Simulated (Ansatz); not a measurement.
# Rb on Al(110): change of the work function, part 3 of 5

How does Rb on the longbridge site change the work function of Al(110) as the layer fills?

Ansatz 0.2.0; plane-wave DFT, RPBE, Ansatz PAW (the session's first sound run).

So far, work function, upper face (eV): step 2 (the clean slab) 3.92; step 3 (46 atoms, coverage 0.111 ML, cell 3x3) 2.27.

### 4. The covered slab, k-mesh 4×5×1, coverage 0.25 ML

System of this step: Rb/Al(110). The cell holds 21 atoms: 20 Al and 1 Rb. Its edges and angles: a = 8.100 Å, b = 5.728 Å, c = 26.636 Å, α = 90.0°, β = 90.0°, γ = 90.0°. Vacuum lies along c.

Another coverage, to see how the dipoles act on each other as their distance changes.

input.yaml

```yaml
crystal:
  lattice:
    - [8.1, 0.0, 0.0]
    - [0.0, 5.7275649276, 0.0]
    - [0.0, 0.0, 26.6358321113]
  atoms:
    - { symbol: Al, position: [0.0, 0.0, 0.3378907016] }
    - { symbol: Al, position: [0.25, 0.25, 0.391648783] }
    - { symbol: Al, position: [0.0, 0.0, 0.4450937815] }
    - { symbol: Al, position: [0.25, 0.25, 0.5005660557] }
    - { symbol: Al, position: [0.0, 0.0, 0.5512490321] }
    - { symbol: Al, position: [0.0, 0.5, 0.3378907016] }
    - { symbol: Al, position: [0.25, 0.75, 0.391648783] }
    - { symbol: Al, position: [0.0, 0.5, 0.4450937815] }
    - { symbol: Al, position: [0.25, 0.75, 0.5005660557] }
    - { symbol: Al, position: [0.0, 0.5, 0.5512490321] }
    - { symbol: Al, position: [0.5, 0.0, 0.3378907016] }
    - { symbol: Al, position: [0.75, 0.25, 0.391648783] }
    - { symbol: Al, position: [0.5, 0.0, 0.4450937815] }
    - { symbol: Al, position: [0.75, 0.25, 0.5005660557] }
    - { symbol: Al, position: [0.5, 0.0, 0.5512490321] }
    - { symbol: Al, position: [0.5, 0.5, 0.3378907016] }
    - { symbol: Al, position: [0.75, 0.75, 0.391648783] }
    - { symbol: Al, position: [0.5, 0.5, 0.4450937815] }
    - { symbol: Al, position: [0.75, 0.75, 0.5005660557] }
    - { symbol: Al, position: [0.5, 0.5, 0.5512490321] }
    - { symbol: Rb, position: [0.25, 0.0, 0.6621092984] }
kpoints:
  mp_grid: { grid: [4, 5, 1] }
hamiltonian:
  xc: rpbe
scf:
  occupations: { method: fermi_dirac, width: 0.1 }
  convergence: { dr2_threshold: 1.0e-08 }
efield:
  axis: 3
  dipole_correction: true
  ramp_position: 0.97
  ramp_width: 0.06
relax:
  f_tol: 0.02
  max_steps: 60
  constraints: [{ sites: [0, 1, 5, 6, 10, 11, 15, 16] }]
output:
  bader: true
  dos: { projected: true, e_range: [-8, 4] }
  write_potential: true
  write_density: true
  volumetric_format: npy
  elf: true
```

Run with:

```bash
$ ansatz run input.yaml --threads 4 --pin off --max-ram 6144MiB --backend cpu --events-out ev --progress --plain --runs-dir out
```

Numbers of over 12 decimals in the logs are rounded to 6 here.

The log of the run:

```text
[...]
Crystal: 21 atoms, lattice volume = 1235.724 Å³
Basis set: ecut = 420 eV, 24273 PW (Γ), exchange–correlation on 120×80×360 points (8 copies of the dense FFT grid, shifted against one another)
Bands: 56, of which v1, the nominal top of the filled ones, is band 35 counted from 1 (34 counted from 0)
Symmetry: 4 space group operations
[...]
k-points: 9 of 20
[...]
SCF iter   1: F=—  HF=-14078.671389 eV  |F-HF|=—  |Δ(HF+E_count)|=         —  Δρ=2.32e-3  dr2=3.43e0  ethr=1.77e-3  p=0.743 e·Å  D=1.09e-1 V/Å  ΔV_dip=-2.90 eV  dr2_dipole=2.20e0  V_vac-E_F(+/−)=0.98/3.88 eV  ⟨swp⟩=19.0  Hψ=4937  notcnv=0  defer=2
[...]
SCF iter  10: F=-14078.512867 eV  HF=-14078.512867 eV  |F-HF|=2.00e-10  |Δ(HF+E_count)|=   2.56e-8  Δρ=1.91e-7  dr2=2.68e-9  ethr=1.45e-11  p=0.596 e·Å  D=8.73e-2 V/Å  ΔV_dip=-2.33 eV  dr2_dipole=7.76e-10  V_vac-E_F(+/−)=1.57/3.90 eV  ⟨swp⟩=15.9  Hψ=3841  notcnv=0
SCF 1 converged in 10 iterations: F = -14078.512867 eV  dr2 = 2.68e-9
[...]
relax step   1: F+E_penalty+E_count = -14078.51286673 eV  Δ(F+E_penalty+E_count) = +0.000e0 eV  max|allowed force component| = 1.385e-1 eV/Å  Δτ_max = 0.0000 Å  (10 SCF iters, accepted)
[...]
SCF iter   1: F=—  HF=-14078.545287 eV  |F-HF|=—  |Δ(HF+E_count)|=         —  Δρ=5.65e-4  dr2=1.53e-2  ethr=1.64e-5  p=0.596 e·Å  D=8.73e-2 V/Å  ΔV_dip=-2.33 eV  dr2_dipole=1.10e-3  V_vac-E_F(+/−)=1.57/3.90 eV  ⟨swp⟩=2.3  Hψ=1952  notcnv=0
[...]
eigensolver tolerance schedule calibrated: the retry pair's looser diagonalisation under-reported the residual by θ = 0.26 (0.11/decade); ethr = c·dr2/N_el runs at the constant in force after the calibration composes with the one it found (an armed cap, an earlier calibration), c = 7.7e-2
[...]
SCF iter   2: F=—  HF=-14078.543324 eV  |F-HF|=—  |Δ(HF+E_count)|=   1.96e-3  Δρ=2.18e-4  dr2=1.37e-3  ethr=1.64e-5  p=0.599 e·Å  D=8.78e-2 V/Å  ΔV_dip=-2.34 eV  dr2_dipole=1.16e-5  V_vac-E_F(+/−)=1.56/3.90 eV  ⟨swp⟩=2.0  Hψ=995  notcnv=0
[...]
SCF iter   8: F=-14078.543832 eV  HF=-14078.543832 eV  |F-HF|=1.14e-9  |Δ(HF+E_count)|=   3.04e-8  Δρ=3.85e-7  dr2=7.31e-9  ethr=1.11e-11  p=0.603 e·Å  D=8.83e-2 V/Å  ΔV_dip=-2.35 eV  dr2_dipole=8.03e-13  V_vac-E_F(+/−)=1.54/3.90 eV  ⟨swp⟩=11.6  Hψ=3805  notcnv=0
SCF 2 converged in 8 iterations: F = -14078.543832 eV  dr2 = 7.31e-9
relax step   2: F+E_penalty+E_count = -14078.54383192 eV  Δ(F+E_penalty+E_count) = -3.097e-2 eV  max|allowed force component| = 1.510e-1 eV/Å  Δτ_max = 0.0699 Å  (8 SCF iters, accepted)
SCF iter   1: F=—  HF=-14078.563811 eV  |F-HF|=—  |Δ(HF+E_count)|=         —  Δρ=7.83e-4  dr2=1.11e-2  ethr=6.01e-4  p=0.603 e·Å  D=8.83e-2 V/Å  ΔV_dip=-2.35 eV  dr2_dipole=2.42e-6  V_vac-E_F(+/−)=1.55/3.91 eV  ⟨swp⟩=5.7  Hψ=1641  notcnv=0
[...]
SCF iter   8: F=-14078.565098 eV  HF=-14078.565098 eV  |F-HF|=3.08e-9  |Δ(HF+E_count)|=   4.38e-8  Δρ=3.97e-7  dr2=6.29e-9  ethr=1.45e-11  p=0.611 e·Å  D=8.95e-2 V/Å  ΔV_dip=-2.38 eV  dr2_dipole=2.87e-11  V_vac-E_F(+/−)=1.51/3.90 eV  ⟨swp⟩=13.1  Hψ=3900  notcnv=0
SCF 3 converged in 8 iterations: F = -14078.565098 eV  dr2 = 6.29e-9
relax step   3: F+E_penalty+E_count = -14078.56509834 eV  Δ(F+E_penalty+E_count) = -2.127e-2 eV  max|allowed force component| = 3.644e-2 eV/Å  Δτ_max = 0.1953 Å  (8 SCF iters, accepted)
[...]
relax step   4: F+E_penalty+E_count = -14078.56628701 eV  Δ(F+E_penalty+E_count) = -1.189e-3 eV  max|allowed force component| = 2.356e-2 eV/Å  Δτ_max = 0.0260 Å  (7 SCF iters, accepted)
SCF iter   1: F=—  HF=-14078.566389 eV  |F-HF|=—  |Δ(HF+E_count)|=         —  Δρ=1.13e-4  dr2=1.11e-3  ethr=8.99e-6  p=0.611 e·Å  D=8.95e-2 V/Å  ΔV_dip=-2.38 eV  dr2_dipole=1.96e-4  V_vac-E_F(+/−)=1.51/3.90 eV  ⟨swp⟩=2.0  Hψ=1125  notcnv=0
[...]
SCF iter   6: F=-14078.566645 eV  HF=-14078.566645 eV  |F-HF|=9.77e-10  |Δ(HF+E_count)|=   5.48e-8  Δρ=3.96e-7  dr2=7.16e-9  ethr=1.45e-11  p=0.611 e·Å  D=8.94e-2 V/Å  ΔV_dip=-2.38 eV  dr2_dipole=4.10e-10  V_vac-E_F(+/−)=1.52/3.90 eV  ⟨swp⟩=9.0  Hψ=3880  notcnv=0
SCF 5 converged in 6 iterations: F = -14078.566645 eV  dr2 = 7.16e-9
relax step   5: F+E_penalty+E_count = -14078.56664546 eV  Δ(F+E_penalty+E_count) = -3.585e-4 eV  max|allowed force component| = 2.595e-3 eV/Å  Δτ_max = 0.0106 Å  (6 SCF iters, accepted)
[...]
SCF converged after 6 iterations
Free energy (F): -14078.566645 eV
[...]
Internal energy: -14078.232404 eV  (E = F + TS)
E sigma→0 (E₀):  -14078.399525 eV
Entropy (-TS):   -0.334241 eV (-15.916 meV/atom)
Fermi energy:    0.525981 eV
Dipole field:    D = 0.089455 V/Å  (p = 0.610889 e·Å, saw-weighted, corrected)
Work function:   Φ+ = 1.5153 eV   Φ− = 3.8980 eV
[...]
--- Forces (eV/Å), atoms counted from 1 ---
  atom   1  Al     0.00266480     0.00000000     0.12888125
  atom   2  Al     0.00000000     0.00082862    -0.14624836
  atom   3  Al     0.00070950     0.00000000    -0.00038272
  atom   4  Al     0.00000000    -0.00210637    -0.00134945
  atom   5  Al    -0.00180892     0.00000000     0.00088271
  atom   6  Al     0.02091754     0.00000000     0.17904979
  atom   7  Al     0.00000000    -0.00082862    -0.14624836
  atom   8  Al     0.00012681     0.00000000    -0.00016083
  atom   9  Al     0.00000000     0.00210637    -0.00134945
  atom  10  Al    -0.00208242     0.00000000    -0.00095924
  atom  11  Al    -0.00266480     0.00000000     0.12888125
  atom  12  Al     0.00000000     0.02046897    -0.15739916
  atom  13  Al    -0.00070950     0.00000000    -0.00038272
  atom  14  Al     0.00000000    -0.00159212    -0.00259549
  atom  15  Al     0.00180892     0.00000000     0.00088271
  atom  16  Al    -0.02091754     0.00000000     0.17904979
  atom  17  Al     0.00000000    -0.02046897    -0.15739916
  atom  18  Al    -0.00012681     0.00000000    -0.00016083
  atom  19  Al     0.00000000     0.00159212    -0.00259549
  atom  20  Al     0.00208242     0.00000000    -0.00095924
  atom  21  Rb     0.00000000     0.00000000     0.00054576
  max |Σ_I F_I| component: 1.72e-5 eV/Å
--- Band table (eV; the first three rows and the last of 9) ---
  k-point 0: bands = [... 31 lower, -0.4490, -0.3562, -0.3198, 0.2734, 0.7432, 0.8452, 0.8600, 1.0312, ... 17 higher]
  k-point 1: bands = [... 31 lower, -0.2594, -0.2284, -0.1899, 0.4046, 0.4730, 0.5038, 0.7254, 1.0337, ... 17 higher]
  k-point 2: bands = [... 31 lower, 0.2520, 0.3038, 0.4969, 0.7734, 0.9256, 1.0282, 1.1298, 1.1510, ... 17 higher]
  k-point 8: bands = [... 31 lower, -0.4252, 0.4017, 0.4748, 0.7660, 0.7662, 0.8631, 0.9716, 1.6023, ... 17 higher]
--- Relaxed structure (5 steps of the walk, 5 accepted, 0 SCFs on fresh bases) ---
  F+E_penalty+E_count = -14078.56664546 eV   max|allowed force component| = 2.595e-3 eV/Å
  atoms:
    - { symbol: Al, position: [0.0, 0.0, 0.3378907016] }
    - { symbol: Al, position: [0.25, 0.25, 0.391648783] }
    - { symbol: Al, position: [0.000365181, 0.0, 0.444613] }
    - { symbol: Al, position: [0.25, 0.248627, 0.501959] }
    - { symbol: Al, position: [-0.013251, 0.0, 0.548989] }
    - { symbol: Al, position: [0.0, 0.5, 0.3378907016] }
    - { symbol: Al, position: [0.25, 0.75, 0.391648783] }
    - { symbol: Al, position: [0.00300519, 0.5, 0.446040] }
    - { symbol: Al, position: [0.25, 0.751373, 0.501959] }
    - { symbol: Al, position: [0.00204464, 0.5, 0.554351] }
    - { symbol: Al, position: [0.5, 0.0, 0.3378907016] }
    - { symbol: Al, position: [0.75, 0.25, 0.391648783] }
    - { symbol: Al, position: [0.499635, 0.0, 0.444613] }
    - { symbol: Al, position: [0.75, 0.256770, 0.499652] }
    - { symbol: Al, position: [0.513251, 0.0, 0.548989] }
    - { symbol: Al, position: [0.5, 0.5, 0.3378907016] }
    - { symbol: Al, position: [0.75, 0.75, 0.391648783] }
    - { symbol: Al, position: [0.496995, 0.5, 0.446040] }
    - { symbol: Al, position: [0.75, 0.743230, 0.499652] }
    - { symbol: Al, position: [0.497955, 0.5, 0.554351] }
    - { symbol: Rb, position: [0.25, 0.0, 0.651466] }
--- Bader charges: 21 sites ---
  site symbol  charge [e]  shift [e]
     0     Al      0.0464     0.0001
     1     Al     -0.0129     0.0000
     2     Al     -0.0693     0.0003
     3     Al     -0.0093     0.0000
     4     Al     -0.1804     0.0002
     5     Al      0.0465     0.0000
     6     Al     -0.0129     0.0000
     7     Al     -0.0534     0.0000
     8     Al     -0.0093     0.0000
     9     Al     -0.0930     0.0000
    10     Al      0.0464     0.0001
    11     Al     -0.0097     0.0000
    12     Al     -0.0693     0.0003
    13     Al     -0.0025     0.0000
    14     Al     -0.1804     0.0002
    15     Al      0.0465     0.0000
    16     Al     -0.0097     0.0000
    17     Al     -0.0534     0.0000
    18     Al     -0.0025     0.0000
    19     Al     -0.0930     0.0000
    20     Rb      0.6753     0.0000
  estimated error of the sums over rays = 4.1e-4 e
```

Wall time 4.2 min (4 threads of Arm Neoverse N1, shared host); peak memory 2 GiB; 15 min of CPU time.

Relaxation path:

```tsv
step	energy less that of the first step (eV)	largest force component (eV/Å)
1	0.0000	0.1386
2	-0.0310	0.1510
3	-0.0522	0.0364
4	-0.0534	0.0236
5	-0.0538	0.0026
```

Forces are held to the 4 operations that the run works with; a distortion that breaks them can't arise in this run.

The atoms that moved most (Å):

```tsv
atom	dx	dy	dz	length
Rb21	0.000	0.000	-0.283	0.283
Al5	-0.107	0.000	-0.060	0.123
Al15	0.107	0.000	-0.060	0.123
Al10	0.017	0.000	0.083	0.084
Al20	-0.017	0.000	0.083	0.084
Al19	0.000	-0.039	-0.024	0.046
Al14	0.000	0.039	-0.024	0.046
Al9	0.000	0.008	0.037	0.038
```

The relaxed structure:

```
Al Rb
1.0
     8.10000    0.00000    0.00000
     0.00000    5.72756    0.00000
     0.00000    0.00000   26.63583
Al Rb
20 1
Direct
  0.00000 0.00000 0.33789
  0.25000 0.25000 0.39165
  0.00037 0.00000 0.44461
  0.25000 0.24863 0.50196
  0.98675 0.00000 0.54899
  0.00000 0.50000 0.33789
  0.25000 0.75000 0.39165
  0.00301 0.50000 0.44604
  0.25000 0.75137 0.50196
  0.00204 0.50000 0.55435
  0.50000 0.00000 0.33789
  0.75000 0.25000 0.39165
  0.49963 0.00000 0.44461
  0.75000 0.25677 0.49965
  0.51325 0.00000 0.54899
  0.50000 0.50000 0.33789
  0.75000 0.75000 0.39165
  0.49699 0.50000 0.44604
  0.75000 0.74323 0.49965
  0.49796 0.50000 0.55435
  0.25000 0.00000 0.65147
```

Numbers from this step:

* energy at zero smearing: -14078.3995 eV
* work function, upper face: 1.515 eV
* work function, lower face: 3.898 eV
* dipole along the normal: 0.6109 e·Å
* step between the vacuum levels: -2.383 eV

The density of states has structure finer than the step of the table below, so its rows give means over 0.5 eV, whole bins alone (the curve runs from -8 to 1.98 eV). Peaks (eV: height): -1.44: 18.3, -0.09: 17.2, 0.30: 18.9, 0.51: 29.2, 0.78: 17.4, 1.35: 18.6, 1.83: 23.7.

Table of density of states by energy, zero at the Fermi level; means over each step:

energy (eV), density of states (states/eV a cell) and a bar from the least value:
```
     -7.5        4.3 #
     -7.0        4.0 
     -6.5        4.6 ##
     -6.0        5.8 #####
     -5.5        7.2 ########
     -5.0        5.6 ####
     -4.5        5.9 #####
     -4.0        6.8 #######
     -3.5        7.7 #########
     -3.0        6.4 ######
     -2.5       10.1 ###############
     -2.0        9.1 #############
     -1.5        6.6 ######
     -1.0       10.3 ################
     -0.5        6.7 #######
      0.0        9.0 ############
      0.5       16.0 ##############################
      1.0       11.8 ###################
      1.5       12.1 ####################
```

Projected DOS per atom over height of the atomic layer and energy from the Fermi level. Layers: Al4 Al4 Al4 Al4 Al4 Rb from below.

Ten even steps from '_' (0.01 states/eV) to '@' (1.07 states/eV), each cell a mean:
```
**--==--++..
++------++--
========++@@
##++==++%%@@
==::::::++--
--::..::==__
++======++..
==::--::==__
--::::::--__
**==++==**__
--::::::--__
----::--==__
----------__
::::::::::__
::::::::::__
::::::::::__
::--::--::__
::--::--::__
..::::::..__
..........__
..........__
..::::::..__
```
Columns: height of the atomic layer (Å) from 9 to 17.4 (not evenly spaced); rows upwards: energy from the Fermi level (eV) from -7.96 to 1.95.

Electrostatic potential energy in the ca plane at fractional y = 0.000, with atoms of Al and Rb within 0.2 Å of it. With pseudopotentials it is smooth inside the atoms' cores, unlike the true potential.

Ten even steps from '0' (-18 eV) to '9' (4 eV), each cell a mean:
```
40341277314304761353168999999999999999999999
62001588520026873010379999999999999999999999
86546788865568886434689999999999999999999999
98888888888888888878999999999999999999999999
99999888899998888999999999999999999999999999
99999887899998888999999999999999999999999999
99998888889998888889999999999999999999999999
88777888877788887666899999999999999999999999
74213688741247875101589999999999999999999999
50120477402105762241169999999999999999999999
30451277215503751363168999999999999999999999
40341277314304762131268998888999999999999999
62001588510026885212578887778889999999999999
86546788764568888767888753357889999999999999
98888888888888888899987400004788999999999999
99999888899998888999986200002688999999999999
99999887899998888999986100002688999999999999
99998888889998888999987300003788999999999999
88777888877778888888888630136788999999999999
74223688742247887434688876667889999999999999
50120477402105873010378888888899999999999999
30451277215503751353168999999999999999999999
```
Columns run along c (16.0 Å, from fractional 0.30 to 0.90 of the cell; values clipped at the 3rd and 97th percentile), rows up along a (8.1 Å). Atoms in or near the plane, at fractional coordinates: Al at (0.34, 0.00), Al at (0.44, 0.00), Al at (0.55, 0.99), Al at (0.34, 0.50), Al at (0.44, 0.50), Al at (0.55, 0.51), Rb at (0.65, 0.25).

Valence density in the ca plane at fractional y = 0.000, with atoms of Al and Rb within 0.2 Å of it. It is the smooth field of the valence electrons, not physical close to the nuclei.

Ten steps, logarithmic in the rise over the least value, from '0' (0.0 e/Å³) to '9' (2.0 e/Å³), each cell a mean:
```
44334555543345555333443210000000000000000000
44445555554455555444443210000000000000000000
34455555555555555554432100000000000000000000
23444555544444555544321100000000000000000000
12334455444444455443221000000000000000000000
12334455444444454443211000000000000000000000
22344555444444555443321000000000000000000000
23445555554445555554332100000000000000000000
34455555555555555544432110000000000000000000
44444555543445555434443210000000000000000000
44334555543345554333443211000000000000000000
44334555543345555434443221110000000000000000
44445555554455555544443334432100000000000000
34455555555555555554433467764210000000000000
23344555544444555443334689986310000000000000
12334455444444555433225899997420000000000000
12334455444444554433225899998520000000000000
22344555444444555443334799997410000000000000
33445555554445555544333578875310000000000000
34445555555555555554433345543100000000000000
44444555543445555444443222221000000000000000
44334555543345554333443211100000000000000000
```
Columns run along c (16.0 Å, from fractional 0.30 to 0.90 of the cell), rows up along a (8.1 Å). Atoms in or near the plane, at fractional coordinates: Al at (0.34, 0.00), Al at (0.44, 0.00), Al at (0.55, 0.99), Al at (0.34, 0.50), Al at (0.44, 0.50), Al at (0.55, 0.51), Rb at (0.65, 0.25).

ELF in the ca plane at fractional y = 0.000, with atoms of Al and Rb within 0.2 Å of it. It is the smooth field of the valence electrons, not physical close to the nuclei.

Ten even steps from '0' (0.00) to '9' (0.87), each cell a mean:
```
94221567621027774141699730000000000000000000
97435767752257776313798741000000000000000000
77777766665566677766776531000000000000000000
45566666554445567766543210000000000000000000
12345666543334566543211000000000000000000000
11245666433334555543210000000000000000000000
23456666544344566654322100000000000000000000
66777766665555667777665321000000000000000000
88667767764467777545888641000000000000000000
95213667730147775121799741000000000000000000
94441567612127763152699620000000000000000000
94221567621127765112797300000000000000000000
97435767752257777546873113442000001110000000
77777766665566667777741279986200001111000000
45566666554455666655311799998510001111000000
12345666543335666542103994499620000111100000
11245666533334666542104982289720000111000000
23456666544445666653202897899620000111000000
66777766665556667766521489997410001111000000
88667767764467667767862146764100001111000000
96213667730047776324895101211000000100000000
94441567612217763031798510000000000000000000
```
Columns run along c (16.0 Å, from fractional 0.30 to 0.90 of the cell), rows up along a (8.1 Å). Atoms in or near the plane, at fractional coordinates: Al at (0.34, 0.00), Al at (0.44, 0.00), Al at (0.55, 0.99), Al at (0.34, 0.50), Al at (0.44, 0.50), Al at (0.55, 0.51), Rb at (0.65, 0.25).

The relaxation took 5 steps and lowered the energy by 0.054 eV; the largest force on the free atoms ends at 0.0026 eV/Å.

By hand: a sheet of dipoles makes a step −p/(ε₀A) in the electron's potential. With e/ε₀ = 180.95 V·Å, p = 0.6109 e·Å and A = 46.39 Å², that is −180.95 × (0.6109) / 46.39 = -2.383 eV, and the two vacuum levels of the run differ by -2.383 eV.

The covered face has 1.52 eV, -2.40 eV against the clean one; the bare back face has moved by -0.02 eV, a measure of how thin the slab is.

(Continued in part 4 of 5.)

[Logs are printed without paths, hosts, clocks, repeated set-up lines and the standing remarks that a program may print on its own settings, such as how far it seeks lower states.]

[Hosts, paths, dates, database ids (printed as entryN), source tags and the programs' standing remarks are cut or masked in the printed files.]

[Maps of the electrostatic potential energy from Ansatz leave out the sawtooth potential of an applied field or a dipole correction, so their vacuum need not be flat; planar profiles and work functions include it.]

[The density of states shown here was stored with 400 of the rows of the run's finer table, so its peaks can read low, often by over a quarter, or be missed, and its means over a window can be off by a tenth or more.]
